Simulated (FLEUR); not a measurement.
# Anisotropy of Co (c factor at fixed volume 1.2 on the database's cell) with FLEUR, part 2 of 2

Aim: the anisotropy of Co (c factor at fixed volume 1.2 on the database's cell) from single passes in the potential of one collinear state.

FLEUR MaX-R8.1; PBE; all-electron FLAPW, Dirac cores, scalar-relativistic bands.

So far. Step 2 (Reference state): After 21 cycles the largest moment stands at 1.73 μB.

### Step 5. Spin–orbit coupling, moments along [001]

Level of this step: PBE; all-electron FLAPW, Dirac cores, scalar-relativistic bands with spin-orbit coupling (FLEUR).

Spin–orbit coupling ties the spins to the lattice and lets orbital moments form.

A new self-consistent run of the start ferro ++, with the moments along z. The k list default-1 (kpts.xml, not shown) is a Γ-centred 28×28×12 mesh.

File inp.xml:

```
<?xml version="1.0" encoding="UTF-8" standalone="no"?>
<fleurInput fleurInputVersion="0.39">
   <comment>
      Co
   </comment>
   <calculationSetup>
      <cutoffs Kmax="3.89" Gmax="11.7" GmaxXC="11.7" numbands="74"/>
      <scfLoop itmax="110" minDistance="0.00002" maxIterBroyd="15" imix="Anderson" alpha="0.05" precondParam="0.0" spinf="2.0" sdNocoIR="T"/>
      <coreElectrons ctail="T" frcor="F" kcrel="0" coretail_lmax="0"/>
      <xcFunctional name="pbe" relativisticCorrections="F"/>
      <magnetism jspins="2"/>
      <soc l_soc="T" theta="0.0" phi="0.0" spav="F"/>
      <expertModes spex="0" secvar="F"/>
      <geometryOptimization l_f="F" forcealpha="1.0" forcemix="BFGS" epsdisp="0.00001" epsforce="0.00001"/>
      <ldaU l_linMix="F" mixParam="0.05" spinf="1.0"/>
   </calculationSetup>
   <cell>
      <bzIntegration valenceElectrons="34.0" mode="hist" fermiSmearingEnergy="0.00183747">
         <kPointListSelection listName="default-1"/>
         <xi:include xmlns:xi="http://www.w3.org/2001/XInclude" href="kpts.xml"> </xi:include>
      </bzIntegration>
      <xi:include xmlns:xi="http://www.w3.org/2001/XInclude" href="sym.xml"> </xi:include>
      <bulkLattice scale="1.0">
         <bravaisMatrix>
            <row-1>    4.3254556715186192    -0.0000000039306303     0.0000000000000000</row-1>
            <row-2>   -2.1627278323672514     3.7459544964348916     0.0000000000000000</row-2>
            <row-3>    0.0000000000000000     0.0000000000000000     9.2291956254114478</row-3>
         </bravaisMatrix>
      </bulkLattice>
   </cell>
   <atomSpecies>
      <species name="Cobalt (Co2.000" element="Co" atomicNumber="27">
         <mtSphere radius="2.11" gridPoints="697" logIncrement="0.017"/>
         <atomicCutoffs lmax="8" lnonsphr="6"/>
         <electronConfig flipSpins="F">
            <coreConfig>(1s1/2) (2s1/2) (2p1/2) (2p3/2)</coreConfig>
            <valenceConfig>(3s1/2) (3p1/2) (3p3/2) (4s1/2) (3d3/2) (3d5/2)</valenceConfig>
            <stateOccupation state="(3d3/2)" spinUp="1.5" spinDown="1.3"/>
            <stateOccupation state="(3d5/2)" spinUp="3.0" spinDown="1.2"/>
         </electronConfig>
         <energyParameters s="4" p="4" d="3" f="4"/>
         <lo type="SCLO" l="0" n="3" eDeriv="0"/>
         <lo type="SCLO" l="1" n="3" eDeriv="0"/>
      </species>
   </atomSpecies>
   <atomGroups>
      <atomGroup species="Cobalt (Co2.000">
         <relPos label="                   1">1.000/3.000 -1.000/3.000 1.000/4.000</relPos>
         <relPos label="                   2">-1.000/3.000 1.000/3.000 -1.000/4.000</relPos>
         <force calculate="T" relaxXYZ="TTT"/>
      </atomGroup>
   </atomGroups>
   <output dos="F" band="F" slice="F">
      <bandDOS minEnergy="-.5*Htr" maxEnergy="0.5*Htr" sigma="0.015" storeEVData="T"/>
      <plotting iplot="0" polar="F">
         <plot TwoD="T" vec1="  1.0  0.0  0.0" vec2="  0.0  1.0  0.0" vec3="  0.0  0.0  1.0" zero="  0.0  0.0  0.0" file="plot"/>
      </plotting>
      <moessbauerParams electricFieldGradient="F" isomerShift="F" coreHyperfine="F" valenceHyperfine="F"/>
   </output>
</fleurInput>
```

File crystal.txt:

```
Co
&input film=F cartesian=F /
2.28893256817  -0.00000000208  0.00000000000
-1.14446628229  1.98227375262  0.00000000000
0.00000000000  0.00000000000  4.88388000000
1.8897261246
1.0 1.0 1.0

2
27 0.33333333333  0.66666666667  0.25000000000 : 2.000
27 0.66666666667  0.33333333333  0.75000000000 : 2.000

&soc 0.0000000 0.0000000 /
&kpt div1=28 div2=28 div3=12 gamma=T /
```

Started as:

```bash
> OMP_NUM_THREADS=1 inpgen -f crystal.txt > inpgen.log  # inp.xml is then edited as shown
> OMP_NUM_THREADS=1 mpirun -n 4 fleur_MPI > fleur.log
```

Output:

```text
[banner, memory and clock lines left out]
Welcome to FLEUR        (www.flapw.de)
      MaX-Release 8.1          (www.max-centre.eu)

 ========== k-point set info ==========
 Selected k-point list: default-1
 k-point list type: mesh
 28 x 28 x 12
 Number of k points: 924

 [... set-up left out ...]
 Iteration:     1   Distance:       9.91254407 me/bohr^3
 Iteration:     2   Distance:       9.28478352 me/bohr^3
 Iteration:     3   Distance:       4.60209076 me/bohr^3
 Iteration:     4   Distance:       2.86398433 me/bohr^3
 Iteration:     5   Distance:       2.52794161 me/bohr^3
 Iteration:     6   Distance:       0.87940651 me/bohr^3
 Iteration:     7   Distance:       1.03275367 me/bohr^3
 Iteration:     8   Distance:       0.20165216 me/bohr^3
 Iteration:     9   Distance:       0.18991280 me/bohr^3
 Iteration:    10   Distance:       0.07360329 me/bohr^3
 Iteration:    11   Distance:       0.06983355 me/bohr^3
 Iteration:    12   Distance:       0.02219844 me/bohr^3
 Iteration:    13   Distance:       0.02124127 me/bohr^3
 Iteration:    14   Distance:       0.00359229 me/bohr^3
 Iteration:    15   Distance:       0.00117053 me/bohr^3
 Iteration:    16   Distance:       0.00107760 me/bohr^3
 Iteration:    17   Distance:       0.00026760 me/bohr^3
 Iteration:    18   Distance:       0.00009929 me/bohr^3
 Iteration:    19   Distance:       0.00002630 me/bohr^3
 Iteration:    20   Distance:       0.00001297 me/bohr^3

 ********************************************************************
 Run finished successfully
 Stop message:
   all done
 ********************************************************************

--- out.xml (last complete iteration) ---
<iteration numberForCurrentRun="   20" overallNumber="   20">
         [... left out ...]
         <bandgap value="0.0000978208" units="eV"/>
         <sumValenceSingleParticleEnergies value="-28.6087376360" units="Htr"/>
         <FermiEnergy value="0.3820770787" units="Htr"/>
         [... left out ...]
         <magneticMomentsInMTSpheres units="muBohr">
            <globalMagMoment atomType="1" vec="0.00000   0.00000   1.70536"/>
         </magneticMomentsInMTSpheres>
         <orbitalMomentsInMTSpheres units="muBohr">
            <globalMagMoment atomType="1" vec="0.00000   0.00000   0.05199"/>
         </orbitalMomentsInMTSpheres>
         [... left out ...]
         <totalEnergy value="    -2786.9150049041" units="Htr">
            <sumOfEigenvalues value="    -1603.2515015511">
               <coreElectrons value="-1574.6427639150"/>
               <valenceElectrons value="-28.6087376360"/>
            </sumOfEigenvalues>
         [... left out ...]
            <freeEnergy value="-2786.9158461903"/>
            <extrapolationTo0K value="-2786.9154255472"/>
         </totalEnergy>
         <densityConvergence units="me/bohr^3">
            <chargeDensity spin="1" distance="0.0000081590"/>
            <chargeDensity spin="2" distance="0.0000057665"/>
            <overallChargeDensity distance="0.0000056136"/>
            <spinDensity distance="0.0000129666"/>
         </densityConvergence>
      </iteration>
```

Elapsed: 6.6 min, on 4 MPI ranks of Arm Neoverse V1, shared host; peak memory 0.93 GiB; 26 min of CPU time.

This step gave:

* free energy: -75835.8435 eV
* program's band gap on this mesh (in a metal only a level spacing): 9.78e-5 eV
* magnetization: 3.307 μB
* final state: ferromagnetic
* largest moment: 1.705 μB
* orbital moment along the spin: 0.05199 μB

Orbital moment in the sphere, along the spin axis by atom:

| atom | orbital moment in the sphere, along the spin axis (μB) |
| --- | --- |
| Co1 | 0.0520 |
| Co2 | 0.0520 |

### Step 6. Outcome

| Property | Result |
| --- | --- |
| reference state | ferromagnetic |
| largest sphere moment | 1.73 μB |
| easy direction of those tried | not resolved |
| energy along [100] less [001], force theorem | -0.0330 meV a primitive cell |
| orbital moment on the atom of largest spin, along its spin (spin–orbit run) | 0.0520 μB |

In words: The lowest directions differ by less than these runs resolve; shape anisotropy is not included. The difference for the second direction goes from 0.14 meV (mesh 19×19×8, 74 states, 7.7 min of CPU time) to -0.033 meV (mesh 28×28×12, 74 states, 25 min), so it is not converged. The orbital moment is parallel to the spin, as Hund's third rule has it for a shell over half filled. The state was typed, and no other order was converged beside it, so it need not be the ground state.

[Logs and program files are shortened in this print: banners, set-up blocks, solver, clock and traceback lines can be left out without a mark of their own.]

[Logs are printed without paths, hosts, clocks, repeated set-up lines and the standing remarks that a program may print on its own settings, such as how far it seeks lower states.]

[Hosts, paths, dates, database ids (printed as entryN), source tags and the programs' standing remarks are cut or masked in the printed files.]

[Where a cell is said to come from a database of computed structures, the database is the Materials Project.]
